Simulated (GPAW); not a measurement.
# Core-hole calculation of the Be K edge in Be (Im-3m), part 3 of 3

Aim: the near-edge shape at the Be K edge of Be (Im-3m), and what the core hole does to it.

GPAW 26.7.0; X-ray absorption from dipole matrix elements to empty bands, plane-wave PAW LDA.

So far. Step 6 (Spectrum with FCH, Be atom 1): The scaled spectrum changes by 6 % r.m.s. The highest intensity below 16 eV goes from 10.7 eV (1.63) to 10.9 eV (1.61). Step 7 (Spectrum with HCH, Be atom 1): The scaled spectrum changes by 27 % r.m.s. The highest intensity below 16 eV goes from 10.7 eV (1.63) to 11.5 eV (1.55).

This is not the structure that Be takes at ambient pressure and room temperature (hexagonal, No. 194); it is a model or a phase of other conditions.

## 8. Reference energy of the supercell

Level of this step: plane-wave PAW DFT, LDA, self-consistent field (GPAW).

The cell and mesh change for the next run, so it gets a reference energy of its own.

The input, scf.py:

```python
import numpy as np
from ase import Atoms
from ase.parallel import parprint, paropen
from gpaw import GPAW, PW, FermiDirac, Mixer, MixerDif, setup_paths
from gpaw.test import gen
setup_paths.insert(0, '.')
gen('Be', name='nch1s', xcname='LDA', corehole=(1, 0, 0), write_xml=True)
from gpaw.mpi import world
world.barrier()

atoms = Atoms('Be3',
    cell=[[0, 2.5062419, 0],
     [2.5062419, 0, 0],
     [-1.25312095, -1.25312095, -3.75936285]],
    scaled_positions=[[0, 0, 0],
     [0.66666667, 0.66666667, 0.33333333],
     [0.33333333, 0.33333333, 0.66666667]],
    pbc=True)
atoms.calc = calc = GPAW(legacy_gpaw=True, mode=PW(430), xc='LDA', setups={0: 'nch1s'},
    kpts={'size': (10, 10, 10), 'gamma': True}, occupations=FermiDirac(0.1),
    charge=0, mixer=Mixer(0.1, 5, 50), maxiter=150,
    convergence={'density': 0.0001}, txt='scf.txt')
energy = atoms.get_potential_energy() + calc.get_reference_energy()
ef = calc.get_fermi_level()
out = dict(energy=energy, fermi=ef, forces=atoms.get_forces().tolist())
parprint(f'all-electron energy {energy:.4f} eV, Fermi level {ef:.4f} eV')
ev = np.array([[calc.get_eigenvalues(k, s) for k in range(len(calc.get_ibz_k_points()))] for s in range(calc.get_number_of_spins())])
out['homo'], out['lumo'], out['counts'] = ev[ev < ef].max(), ev[ev > ef].min(), sorted(set((ev < ef).sum((0, 2)).tolist()))
out['filled'] = (ev[:, 0] < ef).sum(1).tolist()
import json
with paropen('out.json', 'w') as f:
    json.dump(out, f)
```

Started as:

```
OMP_NUM_THREADS=1 mpirun -n 4 gpaw python scf.py
```

Numbers of over 12 decimals in the logs are rounded to 6 here.

Log:

```text
Input parameters:
  convergence: {density: 0.0001}
  kpts: {gamma: True,
         size: (10, 10, 10)}
  maxiter: 150
  mixer: {backend: pulay,
          beta: 0.1,
          method: separate,
          nmaxold: 5,
          weight: 50}
  mode: {ecut: 430.0,
         name: pw}
  occupations: {fixmagmom: False,
                name: fermi-dirac,
                width: 0.1}
  setups: {0: nch1s}

Initialize ...

[...]
warnings.warn(
<dir> UserWarning: Using symmetrized grid: (20,20,20).

  warnings.warn('Using symmetrized grid: ({},{},{}).\n'.format(*N_c))
<dir> UserWarning: Using symmetrized grid: (20,20,20).

  warnings.warn('Using symmetrized grid: ({},{},{}).\n'.format(*N_c))
<dir> UserWarning: Using symmetrized grid: (20,20,20).

  warnings.warn('Using symmetrized grid: ({},{},{}).\n'.format(*N_c))
all-electron energy -1191.8608 eV, Fermi level 8.1119 eV
[key lines of the parts left out:]
Converged after 9 iterations.
Dipole moment: (-0.000000, -0.000000, -0.000000) |e|*Ang
Free energy:    -12.300094
Fermi level: 8.11187
```

Elapsed: 4.9 s, on 4 MPI ranks of Arm Neoverse V1, shared host; peak memory 0.16 GiB.

## 9. Spectrum with XCH, Be atom 1

A smaller cell brings the holes closer; here they are 2.5 Å apart.

Changed against the first core-hole run: supercell atoms from 27 to 3; the field's mesh follows (5×5×5 to 10×10×10).

The input, xas.py:

```python
import numpy as np
from ase import Atoms
from ase.parallel import parprint, paropen
from gpaw import GPAW, PW, FermiDirac, Mixer, MixerDif, setup_paths
from gpaw.test import gen
setup_paths.insert(0, '.')
gen('Be', name='fch1s', xcname='LDA', corehole=(1, 0, 1), write_xml=True)
from gpaw.mpi import world
world.barrier()

atoms = Atoms('Be3',
    cell=[[0, 2.5062419, 0],
     [2.5062419, 0, 0],
     [-1.25312095, -1.25312095, -3.75936285]],
    scaled_positions=[[0, 0, 0],
     [0.66666667, 0.66666667, 0.33333333],
     [0.33333333, 0.33333333, 0.66666667]],
    pbc=True)
atoms.calc = calc = GPAW(legacy_gpaw=True, mode=PW(430), xc='LDA', setups={0: 'fch1s'},
    kpts={'size': (10, 10, 10), 'gamma': True}, occupations=FermiDirac(0.1),
    charge=-1, mixer=Mixer(0.1, 5, 50), maxiter=150,
    convergence={'density': 0.0001}, txt='scf.txt')
energy = atoms.get_potential_energy() + calc.get_reference_energy()
ef = calc.get_fermi_level()
out = dict(energy=energy, fermi=ef, forces=atoms.get_forces().tolist())
parprint(f'all-electron energy {energy:.4f} eV, Fermi level {ef:.4f} eV')
ev = np.array([[calc.get_eigenvalues(k, s) for k in range(len(calc.get_ibz_k_points()))] for s in range(calc.get_number_of_spins())])
out['homo'], out['lumo'], out['counts'] = ev[ev < ef].max(), ev[ev > ef].min(), sorted(set((ev < ef).sum((0, 2)).tolist()))
out['filled'] = (ev[:, 0] < ef).sum(1).tolist()

from ase.units import Ha
from gpaw.xas import dipole_matrix_elements
nb = int(calc.get_number_of_electrons() / 2) + 17
top = nb
nscf = calc.fixed_density(kpts={'size': (13, 13, 13), 'gamma': True},
    convergence={'eigenstates': 1.0}, txt='nscf.txt')
nscf.diagonalize_full_hamiltonian(nbands=nb)
cell = atoms.cell.array
ops = [cell.T @ U.T @ np.linalg.inv(cell.T) for U in nscf.wfs.kd.symmetry.op_scc]
E = np.arange(-6, 34, 0.1)
fwhm = np.interp(E, [4, 25], [0.9, 3.5])
Y, X, zero, highest = 0, 0, 1e9, 1e9
for spin in range(nscf.get_number_of_spins()):
    wfs = nscf.wfs
    A = dipole_matrix_elements(wfs.setups[0])
    eps = np.zeros((wfs.kd.nibzkpts, nb))
    d = np.zeros((3, A.shape[1], wfs.kd.nibzkpts, nb), complex)
    for kpt in wfs.kpt_u:
        if kpt.s == spin and 0 in kpt.P_ani:
            eps[kpt.k] = kpt.eps_n * Ha
            d[:, :, kpt.k] = (kpt.weight * wfs.nspins / 2) ** 0.5 * np.inner(A, kpt.P_ani[0])
    world.sum(eps)
    world.sum(d)
    T = np.einsum('amkn,bmkn->abkn', d, d.conj()).real
    T = sum(np.einsum('ai,ijkn,bj->abkn', R, T, R) for R in ops) / len(ops)
    empty = eps > ef
    zero, highest = min(zero, eps[empty].min()), min(highest, eps[:, top - 1].min())
    lines = [(eps, T, empty)] if spin == 0 else lines + [(eps, T, empty)]
for eps, T, empty in lines:
    f = np.einsum('aakn->akn', T).reshape(3, -1)
    x = eps.ravel() - zero
    w = np.interp(x, E, fwhm) / 2.35482
    g = np.exp(-0.5 * ((E[:, None] - x) / w) ** 2) / (w * (2 * np.pi) ** 0.5)
    Y = Y + (f * empty.ravel()) @ g.T
    X = X + (f * ~empty.ravel()) @ g.T
out.update(E=E.round(2).tolist(), xas=Y.tolist(), xes=X.tolist(), zero=zero, valid=highest - zero, nk=len(eps), nb=nb)
for i in range(0, len(E), 10):
    parprint(f'{E[i]:7.2f}', *(f'{v:10.3e}' for v in Y[:, i]))
import json
with paropen('out.json', 'w') as f:
    json.dump(out, f)
```

Started as:

```
OMP_NUM_THREADS=1 mpirun -n 4 gpaw python xas.py
```

Log:

```text
Input parameters:
  charge: -1
  convergence: {density: 0.0001}
  kpts: {gamma: True,
         size: (10, 10, 10)}
  maxiter: 150
  mixer: {backend: pulay,
          beta: 0.1,
          method: separate,
          nmaxold: 5,
          weight: 50}
  mode: {ecut: 430.0,
         name: pw}
  occupations: {fixmagmom: False,
                name: fermi-dirac,
                width: 0.1}
  setups: {0: fch1s}

[...]
warnings.warn('Using symmetrized grid: ({},{},{}).\n'.format(*N_c))
<dir> UserWarning: Using symmetrized grid: (20,20,20).

  warnings.warn('Using symmetrized grid: ({},{},{}).\n'.format(*N_c))
<dir> UserWarning: Using symmetrized grid: (20,20,20).

  warnings.warn('Using symmetrized grid: ({},{},{}).\n'.format(*N_c))
all-electron energy -1076.8071 eV, Fermi level 8.5447 eV
[...]
32.00  3.843e-04  3.843e-04  3.507e-04
  33.00  3.271e-04  3.271e-04  2.790e-04
[key lines of the parts left out:]
Converged after 11 iterations.
Dipole moment: (-0.000000, -0.000000, -0.000000) |e|*Ang
Free energy:    -23.991238
Fermi level: 8.54466
```

Wall time 22 s (4 MPI ranks); peak memory 0.2 GiB.

These settings depart from the first run's and aren't meant as converged.

The scaled spectrum changes by 42 % r.m.s. Another feature, at 3.4 eV (2.13), becomes the highest below 16 eV; the one at 10.7 eV (1.63) is now at 9.5 eV (1.20).

| E (eV) | first run | this run |
| --- | --- | --- |
| -2.0 | 0.00 | 0.00 |
| -0.5 | 0.16 | 0.08 |
| 1.0 | 1.16 | 0.97 |
| 2.5 | 0.76 | 1.56 |
| 4.0 | 1.46 | 2.06 |
| 5.5 | 1.29 | 0.77 |
| 7.0 | 1.07 | 0.56 |
| 8.5 | 1.19 | 1.09 |
| 10.0 | 1.47 | 1.17 |
| 11.5 | 1.41 | 1.13 |
| 13.0 | 0.91 | 1.64 |
| 14.5 | 1.02 | 1.50 |
| 16.0 | 0.76 | 0.54 |
| 17.5 | 0.36 | 0.13 |
| 19.0 | 0.20 | 0.11 |
| 20.5 | 0.18 | 0.18 |
| 22.0 | 0.26 | 0.32 |
| 23.5 | 0.39 | 0.50 |
| 25.0 | 0.55 | 0.66 |

## 10. What the core hole does

Both curves are counted from their own zero, so only the shift of weight within the empty states shows.

| E (eV) | no hole | XCH |
| --- | --- | --- |
| -2.0 | 0.00 | 0.00 |
| -1.0 | 0.00 | 0.01 |
| 0.0 | 0.32 | 0.73 |
| 1.0 | 0.61 | 1.16 |
| 2.0 | 0.55 | 0.84 |
| 3.0 | 0.62 | 0.97 |
| 4.0 | 0.63 | 1.46 |
| 5.0 | 0.88 | 1.51 |
| 6.0 | 0.87 | 1.15 |
| 7.0 | 0.86 | 1.07 |
| 8.0 | 0.90 | 1.17 |
| 9.0 | 0.93 | 1.20 |
| 10.0 | 1.09 | 1.47 |
| 11.0 | 1.30 | 1.59 |
| 12.0 | 1.36 | 1.17 |
| 13.0 | 1.31 | 0.91 |
| 14.0 | 1.42 | 0.97 |
| 15.0 | 1.71 | 1.00 |
| 16.0 | 1.77 | 0.76 |
| 17.0 | 1.38 | 0.47 |
| 18.0 | 0.85 | 0.29 |
| 19.0 | 0.48 | 0.20 |
| 20.0 | 0.30 | 0.17 |
| 21.0 | 0.26 | 0.20 |
| 22.0 | 0.28 | 0.26 |
| 23.0 | 0.33 | 0.34 |
| 24.0 | 0.42 | 0.45 |
| 25.0 | 0.54 | 0.55 |
| 26.0 | 0.62 | 0.60 |

With each curve scaled to its own mean, the area from −2 to 6 eV with the hole is 7.3 against 4.0, and the centre of weight from −1 to 20 eV moves by -2.5 eV: the hole pulls the absorber's empty states down.

## 11. Outcome

```
absorber and edge                               : Be K, atom 1 of the ground-state input (counted from 1)
surroundings                                    : 8 Be at 2.17 Å and 6 Be at 2.51 Å (cube and octahedron, as in bcc, site symmetry m-3m)
highest intensity below 16 eV                   : 10.7 eV above the zero, height 1.63
photon energy of the zero, with the added terms : 110.7 eV (raw 115.1 eV; LDA puts this hole about 2 eV below PBE, itself good to a few eV)
```

In words: The Be K edge of atom 1, with 8 Be at 2.17 Å and 6 Be at 2.51 Å (cube and octahedron, as in bcc, site symmetry m-3m), has its highest intensity of the first 16 eV at 10.7 eV above the zero, near 121 eV in photon energy (LDA puts this hole about 2 eV below PBE, itself good to a few eV), 1.6 times the mean level of the first 20 eV (Gaussian full width 0.9 eV up to 4 eV, rising linearly to 3.5 eV at 25 eV). With each curve scaled to its own mean, the area from −2 to 6 eV with the hole is 7.3 against 4.0, and the centre of weight from −1 to 20 eV moves by -2.5 eV: the hole pulls the absorber's empty states down. Changing the core hole to FCH alters the shape by 6 % r.m.s., so the result is insensitive to this choice. Changing the core hole from full to half alters the shape by 27 % r.m.s., so the choice matters here. A cell with holes 2.5 Å apart changes the curve by 42 % r.m.s. (40 % after the best shift). The structure is a computed Materials Project entry and may be a hypothetical form.

[Banner, clock and machine lines of the logs are left out without a mark of their own.]

[Logs are printed without paths, hosts, clocks, repeated set-up lines and the standing remarks that a program may print on its own settings, such as how far it seeks lower states.]

[Hosts, paths, dates, database ids (printed as entryN), source tags and the programs' standing remarks are cut or masked in the printed files.]

[Lists of maxima count a maximum above −3 eV only where it reaches 4 % of the highest in the window and stands out from its surroundings by 2 % of it (1.5 % where it reaches 55 %); shoulders and weaker maxima are passed over, and of the rest the first, up to two pre-edge ones and the few strongest are named.]
